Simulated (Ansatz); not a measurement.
## Grüneisen parameters and expansion of KF (Carobbiite, Fm-3m)

Which modes of KF (Carobbiite) drive its thermal expansion?

What experiment has found for this phase:
- volume expansion coefficient 104.4 1e-6/K and heat capacity C_P per formula unit 49 J/mol/K near room temperature (given in “High-Throughput Prediction of Finite-Temperature Properties using the Quasi-Harmonic Approximation”, 2016, arXiv:1603.06924)
- volume expansion coefficient 95.1 1e-6/K near room temperature (given in “Descriptors for thermal expansion in solids”, 2017, arXiv:1701.03966)

Method: DFT LDA, scalar-relativistic, plane waves, PAW, in Ansatz 0.2.0.

**1. Starting point**

The structure is cubic, space group Fm-3m (No. 225). The conventional cell has a = 5.344 Å, b = 5.344 Å, c = 5.344 Å, α = 90.00°, β = 90.00°, γ = 90.00°. Nearest to K lie 6 F at 2.67 Å. F has 6 K at 2.67 Å nearest. Farther neighbours and most contacts between anions are not listed.

**2. A first coarse run**

A cheap single point shows whether the cell is a metal or an insulator and how far it is from rest; that sets the k-mesh and the occupations of what follows.

Input file input.yaml:

```yaml
crystal:
  lattice:
    - [0.0, 2.67185, 2.67185]
    - [2.67185, 0.0, 2.67185]
    - [2.67185, 2.67185, 0.0]
  atoms:
    - { symbol: K, position: [0.0, 0.0, 0.0] }
    - { symbol: F, position: [0.5, 0.5, 0.5] }
kpoints:
  mp_grid: { grid: [6, 6, 6] }
hamiltonian:
  xc: lda
scf:
  occupations: { method: gaussian, width: 0.1 }
output:
  forces: true
  stress: true
  eigenvalues: true
```

The run is started by

```bash
> ansatz run input.yaml --threads 4 --pin off --max-ram 8192MiB --backend cpu --events-out ev --progress --plain --runs-dir out
```

Numbers of over 12 decimals in the logs are rounded to 6 here.

The program printed:

```text
Engine: ansatz 0.2.0, aarch64-unknown-linux-gnu
Pseudopotentials: kind: paw
Pseudopotential: K, paw, valence charge 9, recommended cutoff 420 eV (normal), K.paw.azcp
Pseudopotential: F, paw, valence charge 7, recommended cutoff 420 eV (normal), F.paw.azcp
Functional definition: SPW92
  exchange = slater_x
  correlation = pw_c
Crystal: 2 atoms, lattice volume = 38.148 Å³
Basis set: ecut = 420 eV, 725 PW (Γ)
Bands: 12, of which v1, the nominal top of the filled ones, is band 8 counted from 1 (7 counted from 0)
Symmetry: 48 space group operations
Space group: Fm-3m (ITA 225), of the structure as read, at distance tolerance 3.4e-5 Å
k-points: 16 of 216
Non-local potential: K, projectors of the file, l = 0: 3, l = 1: 2, l = 2: 2
Non-local potential: F, projectors of the file, l = 0: 2, l = 1: 2, l = 2: 1
PAW form: soft (Blöchl's): semilocal exchange-correlation on the pseudo side does not see the compensation charge
PAW frozen core: K, regenerated for the run's functional, and the local potential with it (the file was generated under x = pbe(κ = 0.804, μ = 0.219515), c = pbe(β = 0.066725))
PAW frozen core: F, regenerated for the run's functional, and the local potential with it (the file was generated under x = pbe(κ = 0.804, μ = 0.219515), c = pbe(β = 0.066725))
PAW one-centre angular grid: K, 110 points (default); XC on 64 Gauss nodes
PAW one-centre angular grid: F, 110 points (default); XC on 64 Gauss nodes
Initial density: superposition of atomic densities (neutral atoms: chi_scale 0, normalization atom), corrected by the library's trained network
Initial wavefunctions: pseudopotential atomic-orbital guess
Functional: x = slater, c = lda
SCF iter   1: F=—  HF=-2292.754310 eV  |F-HF|=—  |Δ(HF+E_count)|=         —  Δρ=1.54e-2  dr2=6.90e-2  ethr=1.77e-3  ⟨swp⟩=5.3  Hψ=1164  notcnv=0
preconditioner: auto → none  [insulator: Δε(μ)=5.514 eV  Ē_g=17.080 eV  σ=0.100 eV  W_gap=1.00  n_scr=14 (ndim 8)  ℏωp=22.5 eV  f_vac=0.122  D(μ)=0.00/eV (n_scr^D=0)  ε∞_Penn≈2.7]
SCF iter   2: F=—  HF=-2292.740373 eV  |F-HF|=—  |Δ(HF+E_count)|=   1.39e-2  Δρ=1.07e-2  dr2=2.33e-2  ethr=4.31e-4  ⟨swp⟩=2.0  Hψ=489  notcnv=0
SCF iter   3: F=—  HF=-2292.733695 eV  |F-HF|=—  |Δ(HF+E_count)|=   6.68e-3  Δρ=2.17e-3  dr2=8.46e-4  ethr=1.46e-4  ⟨swp⟩=2.0  Hψ=344  notcnv=0
SCF iter   4: F=—  HF=-2292.733400 eV  |F-HF|=—  |Δ(HF+E_count)|=   2.96e-4  Δρ=4.01e-4  dr2=1.97e-5  ethr=5.29e-6  ⟨swp⟩=2.0  Hψ=300  notcnv=0
SCF iter   5: F=—  HF=-2292.733393 eV  |F-HF|=—  |Δ(HF+E_count)|=   7.11e-6  Δρ=1.99e-5  dr2=5.42e-8  ethr=1.23e-7  ⟨swp⟩=2.6  Hψ=297  notcnv=0
SCF iter   6: F=-2292.733393 eV  HF=-2292.733393 eV  |F-HF|=6.51e-9  |Δ(HF+E_count)|=   2.79e-8  Δρ=5.56e-6  dr2=7.49e-9  ethr=3.39e-10  ⟨swp⟩=2.1  Hψ=638  notcnv=0
SCF 1 converged in 6 iterations: F = -2292.733393 eV  dr2 = 7.49e-9
  greatest PAW one-centre occupation: 0.985 electrons in one spin orbital (limit 2), on the K atom at site 0 (counted from 0), in its partial waves of l = 0
SCF converged after 6 iterations
Free energy (F): -2292.733393 eV
Harris-Foulkes:  -2292.733393 eV  (|F-HF|=6.51e-9)
Internal energy: -2292.733393 eV  (E = F + TS)
E sigma→0 (E₀):  -2292.733393 eV
Fermi energy:    3.912815 eV
--- Per-component energies (eV) ---
  E_band       = -129.210523
  E_kinetic    = 459.336478
  E_local      = -1110.579337  (includes V_loc(G=0)·N_el)
  E_nonlocal   = 90.981970
  E_hartree    = 396.867304
  E_xc         = -211.736929
  E_vxc        = -265.500688  (∫ρ·V_xc dr)
  E_paw        = -929.913716  (= ΣΔE_a)
  E_vpaw       = -97.183119  (= ΣTr[D̂ρ^β])
  E_aug_tail   = 0.002025  (compensation charges beyond the density's cutoff)
  E_ewald      = -988.061939
  E_core_change = 0.370752  (= ΣΔE_core)
  E_smearing   = -0.000000  (= −TS)
  E_closure    = -0.000000  (closes the sum)
  Σ components = -2292.733393   (vs F -2292.733393, Δ=0.00e0)
--- Forces (eV/Å), atoms counted from 1 ---
  atom   1  K     -0.00000000     0.00000000     0.00000000
  atom   2  F      0.00000000     0.00000000    -0.00000000
  max |Σ_I F_I| component: 2.90e-29 eV/Å
--- Stress (GPa, compression-positive) ---
       -3.498116       0.000000       0.000000
        0.000000      -3.498116      -0.000000
       -0.000000       0.000000      -3.498116
  P = ⅓ Tr σ = -3.4981 GPa (-34.981 kbar)
--- Band table (eV; the first three rows and the last of 16) ---
  k-point 0: bands = [... 4 lower, -8.0937, 1.0080, 1.0080, 1.0080, 6.8158, 11.5371, 11.5371, 11.5371]
  k-point 1: bands = [... 4 lower, -8.1036, 0.7575, 0.9135, 0.9135, 7.5713, 11.1021, 11.9038, 11.9038]
  k-point 2: bands = [... 4 lower, -8.1229, 0.3449, 0.7312, 0.7312, 9.1461, 10.8109, 12.6395, 12.6395]
  k-point 15: bands = [... 4 lower, -8.2201, 0.6737, 0.8124, 0.8875, 9.6807, 11.3245, 11.8005, 14.3732]
```

Wall time 0.28 s (4 threads of Arm Neoverse V1, shared host); peak memory 0.21 GiB.

Numbers from this step:

```
pressure          : -3.498 GPa
gap on the k-mesh : 5.808 eV
volume per atom   : 19.07 Å³
```

The start is under -3.5 GPa at this level and looks like an insulator or semiconductor on this mesh.

**3. Finding the static equilibrium**

Phonons are second derivatives about a minimum, so cell and atoms are relaxed first, inside the symmetry of the start.

input.yaml, the sections that differ from step 2:

```yaml
kpoints:
  mp_grid: { grid: [8, 8, 8] }
scf:
  occupations: { method: gaussian, width: 0.02 }
output:
  forces: true
  stress: true
  eigenvalues: true
  write_density: true
  write_potential: true
  elf: true
  volumetric_format: npy
relax:
  adjacent_minimum: "off"
  f_tol: 0.005
  max_steps: 80
  cell: { stress_tol: 0.05 }
# crystal, hamiltonian: as in step 2
```

The program printed:

```text
[...]
Crystal: 2 atoms, lattice volume = 38.148 Å³
Basis set: ecut = 420 eV, 725 PW (Γ)
Bands: 12, of which v1, the nominal top of the filled ones, is band 8 counted from 1 (7 counted from 0)
Symmetry: 48 space group operations
[...]
k-points: 29 of 512
[...]
SCF iter   1: F=—  HF=-2292.754365 eV  |F-HF|=—  |Δ(HF+E_count)|=         —  Δρ=1.54e-2  dr2=6.89e-2  ethr=1.77e-3  ⟨swp⟩=6.1  Hψ=2280  notcnv=0
[...]
SCF iter   6: F=-2292.733483 eV  HF=-2292.733483 eV  |F-HF|=8.05e-9  |Δ(HF+E_count)|=   2.87e-8  Δρ=6.10e-6  dr2=9.14e-9  ethr=3.83e-10  ⟨swp⟩=4.7  Hψ=1755  notcnv=0
SCF 1 converged in 6 iterations: F = -2292.733483 eV  dr2 = 9.14e-9
[...]
relax step   1: F+E_penalty+E_count = -2292.73348302 eV  Δ(F+E_penalty+E_count) = +0.000e0 eV  max|allowed force component| = 2.657e-29 eV/Å  Δτ_max = 0.0000 Å  P = -3.497 GPa  Ω = 38.148 Å³  (6 SCF iters, dr2 threshold 1.00e-7 eV, accepted)
Crystal: 2 atoms, lattice volume = 34.287 Å³
Basis set: ecut = 420 eV, 645 PW (Γ)
[...]
iter 1 solved again at ethr=2.05e-4 eV; its pass at ethr=3.10e-3 eV (dr2=3.28e-2 eV) is discarded
[...]
SCF iter   6: F=-2292.785044 eV  HF=-2292.785044 eV  |F-HF|=2.17e-9  |Δ(HF+E_count)|=   1.65e-7  Δρ=2.95e-6  dr2=2.64e-9  ethr=1.25e-9  ⟨swp⟩=8.1  Hψ=2182  notcnv=0
SCF 2 converged in 6 iterations: F = -2292.785044 eV  dr2 = 2.64e-9
relax step   2: F+E_penalty+E_count = -2292.78504449 eV  Δ(F+E_penalty+E_count) = -5.156e-2 eV  max|allowed force component| = 7.428e-29 eV/Å  Δτ_max = 0.0000 Å  P = +0.508 GPa  Ω = 34.287 Å³  energy of the carried Pulay correction = +1.117e-2 eV  (6 SCF iters, dr2 threshold 2.00e-7 eV, accepted)
Crystal: 2 atoms, lattice volume = 34.733 Å³
[...]
SCF iter   5: F=-2292.784283 eV  HF=-2292.784283 eV  |F-HF|=3.01e-9  |Δ(HF+E_count)|=   2.53e-9  Δρ=4.45e-6  dr2=4.10e-9  ethr=1.25e-9  ⟨swp⟩=7.4  Hψ=1869  notcnv=0
SCF 3 converged in 5 iterations: F = -2292.784283 eV  dr2 = 4.10e-9
relax step   3: F+E_penalty+E_count = -2292.78428336 eV  Δ(F+E_penalty+E_count) = +7.611e-4 eV  max|allowed force component| = 5.185e-30 eV/Å  Δτ_max = 0.0000 Å  P = -0.077 GPa  Ω = 34.733 Å³  energy of the carried Pulay correction = +9.821e-3 eV  (5 SCF iters, dr2 threshold 2.00e-7 eV, accepted)
[...]
relax step   4: F+E_penalty+E_count = -2292.78447776 eV  Δ(F+E_penalty+E_count) = -1.944e-4 eV  max|allowed force component| = 3.504e-29 eV/Å  Δτ_max = 0.0000 Å  P = -0.002 GPa  Ω = 34.673 Å³  energy of the carried Pulay correction = +1.000e-2 eV  (4 SCF iters, dr2 threshold 1.50e-8 eV, accepted)
[...]
relax step   5: F+E_penalty+E_count = -2292.77865449 eV  Δ(F+E_penalty+E_count) = +5.823e-3 eV  max|allowed force component| = 9.585e-29 eV/Å  Δτ_max = 0.0000 Å  P = -0.350 GPa  Ω = 34.673 Å³  stress off target by 3.50e-1 GPa  SCF on the basis re-selected at this cell (its energy is not comparable with the rows above)  (6 SCF iters)
[...]
relax step   6: F+E_penalty+E_count = -2292.77975961 eV  Δ(F+E_penalty+E_count) = -1.105e-3 eV  max|allowed force component| = 1.262e-29 eV/Å  Δτ_max = 0.0000 Å  P = +0.017 GPa  Ω = 34.399 Å³  energy of the carried Pulay correction = +8.188e-4 eV  (4 SCF iters, dr2 threshold 2.00e-7 eV, accepted)
[...]
SCF iter   1: F=—  HF=-2292.778749 eV  |F-HF|=—  |Δ(HF+E_count)|=         —  Δρ=7.68e-5  dr2=3.29e-7  ethr=2.19e-6  ⟨swp⟩=2.3  Hψ=2991  notcnv=0
eigensolver tolerance schedule: the retry pair's looser diagonalisation over-reported the residual by 1067.95 of it (diagonalisation noise at 3.11 of the residual, at the tolerance the schedule requests for it); recorded, not acted on — ethr = c·dr2/N_el stays at c = 1.0e-1
[...]
SCF iter   2: F=—  HF=-2292.778749 eV  |F-HF|=—  |Δ(HF+E_count)|=   2.75e-7  Δρ=3.62e-5  dr2=1.60e-7  ethr=2.05e-9  ⟨swp⟩=2.0  Hψ=570  notcnv=0
[...]
SCF iter   5: F=-2292.778749 eV  HF=-2292.778749 eV  |F-HF|=1.82e-12  |Δ(HF+E_count)|=  3.91e-11  Δρ=2.32e-7  dr2=8.39e-12  ethr=1.00e-12  ⟨swp⟩=3.0  Hψ=1412  notcnv=0
SCF 7 converged in 5 iterations: F = -2292.778749 eV  dr2 = 8.39e-12
relax step   7: F+E_penalty+E_count = -2292.77874898 eV  Δ(F+E_penalty+E_count) = +1.011e-3 eV  max|allowed force component| = 1.601e-29 eV/Å  Δτ_max = 0.0000 Å  P = -0.011 GPa  Ω = 34.399 Å³  stress off target by 1.12e-2 GPa  SCF on the basis re-selected at this cell (its energy is not comparable with the rows above)  (5 SCF iters)
[...]
SCF converged after 5 iterations
Free energy (F): -2292.778749 eV
[...]
Internal energy: -2292.778749 eV  (E = F + TS)
E sigma→0 (E₀):  -2292.778749 eV
Fermi energy:    4.958728 eV
[...]
--- Stress (GPa, compression-positive) ---
       -0.011184      -0.000000      -0.000000
       -0.000000      -0.011184      -0.000000
       -0.000000      -0.000000      -0.011184
  P = ⅓ Tr σ = -0.0112 GPa (-0.112 kbar)
--- Band table (eV; the first three rows and the last of 29) ---
  k-point 0: bands = [... 4 lower, -6.9760, 1.7756, 1.7756, 1.7756, 8.1418, 12.5715, 12.5715, 12.5715]
  k-point 1: bands = [... 4 lower, -6.9826, 1.6007, 1.7037, 1.7037, 8.6233, 12.2836, 12.8089, 12.8089]
  k-point 2: bands = [... 4 lower, -6.9982, 1.2366, 1.5362, 1.5362, 9.7835, 11.9342, 13.4062, 13.4062]
  k-point 28: bands = [... 4 lower, -7.0801, 1.2602, 1.6571, 1.6571, 11.5699, 11.5699, 13.4381, 15.7585]
--- Relaxed structure (5 steps of the walk, 5 accepted, 2 SCFs on fresh bases) ---
  F+E_penalty+E_count = -2292.77874898 eV   max|allowed force component| = 1.601e-29 eV/Å   (the final SCF, on the basis selected at the relaxed cell)
  cell:  # Å, volume = 34.3985 Å³
    - [0, 2.581289, 2.581289]
    - [2.581289, 0, 2.581289]
    - [2.581289, 2.581289, 0]
  atoms:
    - { symbol: K, position: [0, 0, 0] }
    - { symbol: F, position: [0.5, 0.5, 0.5] }
```

Wall time 2.3 s (4 threads); peak memory 0.24 GiB.

Relaxation path:

```
step  energy less that of the first step (eV)  largest force component (eV/Å)  pressure (GPa)  volume (Å³)
   1                                   0.0000                          0.0000           -3.50        38.15
   2                                  -0.0516                          0.0000            0.51        34.29
   3                                  -0.0508                          0.0000           -0.08        34.73
   4                                  -0.0510                          0.0000            0.00        34.67
  5*                                  -0.0452                          0.0000           -0.35        34.67
   6                                  -0.0463                          0.0000            0.02        34.40
  7*                                  -0.0453                          0.0000           -0.01        34.40
```

Relaxation steps marked * repeat the geometry before them on a plane-wave basis chosen anew for their cell, so energy and pressure can jump there.

Forces are held to the 48 operations that the run works with; a distortion that breaks them can't arise in this run.

```
conventional cell, symmetrised  before  after  change
                         a (Å)   5.344  5.163  -3.4 %
                         b (Å)   5.344  5.163  -3.4 %
                         c (Å)   5.344  5.163  -3.4 %
              volume (Å³/atom)   19.07  17.20  -9.8 %
```

The relaxed structure:

```cif
data_structure
_symmetry_space_group_name_H-M 'P 1'
_symmetry_Int_Tables_number 1
_cell_length_a 3.6505
_cell_length_b 3.6505
_cell_length_c 3.6505
_cell_angle_alpha 60.000
_cell_angle_beta 60.000
_cell_angle_gamma 60.000
_cell_volume 34.40
loop_
_atom_site_label
_atom_site_type_symbol
_atom_site_fract_x
_atom_site_fract_y
_atom_site_fract_z
_atom_site_occupancy
K1 K 0.00000 0.00000 0.00000 1
F2 F 0.50000 0.50000 0.50000 1
```

Numbers from this step:

- pressure: -0.01118 GPa
- gap on the k-mesh: 6.366 eV
- volume per atom: 17.20 Å³

Electrostatic potential energy in the ac plane of the conventional cell at fractional y = 0.000, with atoms of K and F within 0.2 Å of it. With pseudopotentials it is smooth inside the atoms' cores, unlike the true potential.

Ten even steps from '_' (-42 eV) to '@' (9 eV), each cell a mean:
```
__::**@@@@##::..==@@@@%%==__
--++%%@@@@@@##**%%@@@@@@**==
%%%%@@@@@@@@@@@@@@@@@@@@@@%%
@@@@@@@@@@@@@@@@@@@@@@@@@@@@
@@@@@@@@@@%%****##%%@@@@@@@@
--**@@@@%%++::..--##@@@@%%==
__--@@@@%%--____..**@@@@**..
..==@@@@%%==____::**@@@@##::
**%%@@@@@@**==--++%%@@@@@@##
@@@@@@@@@@@@%%%%%%@@@@@@@@@@
@@@@@@@@@@@@@@@@@@@@@@@@@@@@
**##%%@@@@@@@@@@@@@@@@@@%%**
..--##@@@@%%==--**@@@@%%++::
__..**@@@@**..__--@@@@%%--__
```
Columns run along a (5.2 Å; values clipped at the 3rd and 97th percentile), rows up along c (5.2 Å), edges of the conventional cell, whose origin can differ from the input's. Atoms in or near the plane, at fractional coordinates: K at (0.00, 0.00), K at (0.50, 0.50), F at (0.50, 0.00), F at (0.00, 0.50).

ELF in the ac plane of the conventional cell at fractional y = 0.000, with atoms of K and F within 0.2 Å of it. It is the smooth field of the valence electrons, not physical close to the nuclei.

Ten even steps from '0' (0.01) to '9' (0.85), each cell a mean:
```
89813888961599
99602788840389
54100233310035
10000011100001
65201688730146
98504999971389
69615987981388
89615998981388
88403899960278
33100355410023
11000011000001
87301466520168
99713899850499
79813886961598
```
Columns run along a (5.2 Å), rows up along c (5.2 Å), edges of the conventional cell, whose origin can differ from the input's. Atoms in or near the plane, at fractional coordinates: K at (0.00, 0.00), K at (0.50, 0.50), F at (0.50, 0.00), F at (0.00, 0.50).

Valence density in the ac plane of the conventional cell at fractional y = 0.000, with atoms of K and F within 0.2 Å of it. It is the smooth field of the valence electrons, not physical close to the nuclei.

Ten steps, logarithmic in the rise over the least value, from '0' (0 e/Å³) to '9' (11 e/Å³), each cell a mean:
```
77412589731367
65311356420246
32100122100023
11000112100001
42101344310023
75212577631147
97413677742269
97313677741258
64202466531135
21000233210012
21000011100011
43100234210134
76311477521257
77422699741367
```
Columns run along a (5.2 Å), rows up along c (5.2 Å), edges of the conventional cell, whose origin can differ from the input's. Atoms in or near the plane, at fractional coordinates: K at (0.00, 0.00), K at (0.50, 0.50), F at (0.50, 0.00), F at (0.00, 0.50).

The relaxation ends with a pressure of -0.01 GPa.

**4. A second relaxation**

The relaxation is run once more from where the first one ended, as the script does after a large change of volume or of the gap, with mesh and occupations reviewed.

input.yaml, the sections that differ from step 3:

```yaml
crystal:
  lattice:
    - [0.0, 2.5812886551, 2.5812886551]
    - [2.5812886551, 0.0, 2.5812886551]
    - [2.5812886551, 2.5812886551, 0.0]
  atoms:
    - { symbol: K, position: [0.0, 0.0, 0.0] }
    - { symbol: F, position: [0.5, 0.5, 0.5] }
output:
  forces: true
  stress: true
  eigenvalues: true
# kpoints, hamiltonian, scf, relax: as in step 3
```

The program printed:

```text
[...]
Crystal: 2 atoms, lattice volume = 34.399 Å³
Basis set: ecut = 420 eV, 645 PW (Γ)
Bands: 12, of which v1, the nominal top of the filled ones, is band 8 counted from 1 (7 counted from 0)
Symmetry: 48 space group operations
[...]
k-points: 29 of 512
[...]
k-point 28: bands = [... 4 lower, -7.0801, 1.2602, 1.6571, 1.6571, 11.5699, 11.5699, 13.4381, 15.7585]
--- Relaxed structure (1 steps of the walk, 1 accepted, 1 SCFs on fresh bases) ---
[...]
cell:  # Å, volume = 34.3985 Å³
    - [0.0, 2.5812886551, 2.5812886551]
    - [2.5812886551, 0.0, 2.5812886551]
    - [2.5812886551, 2.5812886551, 0.0]
  atoms:
    - { symbol: K, position: [0.0, 0.0, 0.0] }
    - { symbol: F, position: [0.5, 0.5, 0.5] }
[key lines of the parts left out:]
SCF converged after 4 iterations
Free energy (F): -2292.778749 eV
Fermi energy:    4.958727 eV
P = ⅓ Tr σ = -0.0112 GPa (-0.112 kbar)
```

Run time: 0.65 s. Hardware: 4 threads; peak memory 0.23 GiB.

Little changed from the start: no atom moved by 0.005 Å and no cell edge by 0.1 %.

This step gave:

```yaml
pressure: -0.01119 GPa
```

[end of part 1 of 5]

[Logs are printed without paths, hosts, clocks, repeated set-up lines and the standing remarks that a program may print on its own settings, such as how far it seeks lower states.]

[Hosts, paths, dates, database ids (printed as entryN), source tags and the programs' standing remarks are cut or masked in the printed files.]

[A step with changed settings may run another functional than the one named; its input shows which.]


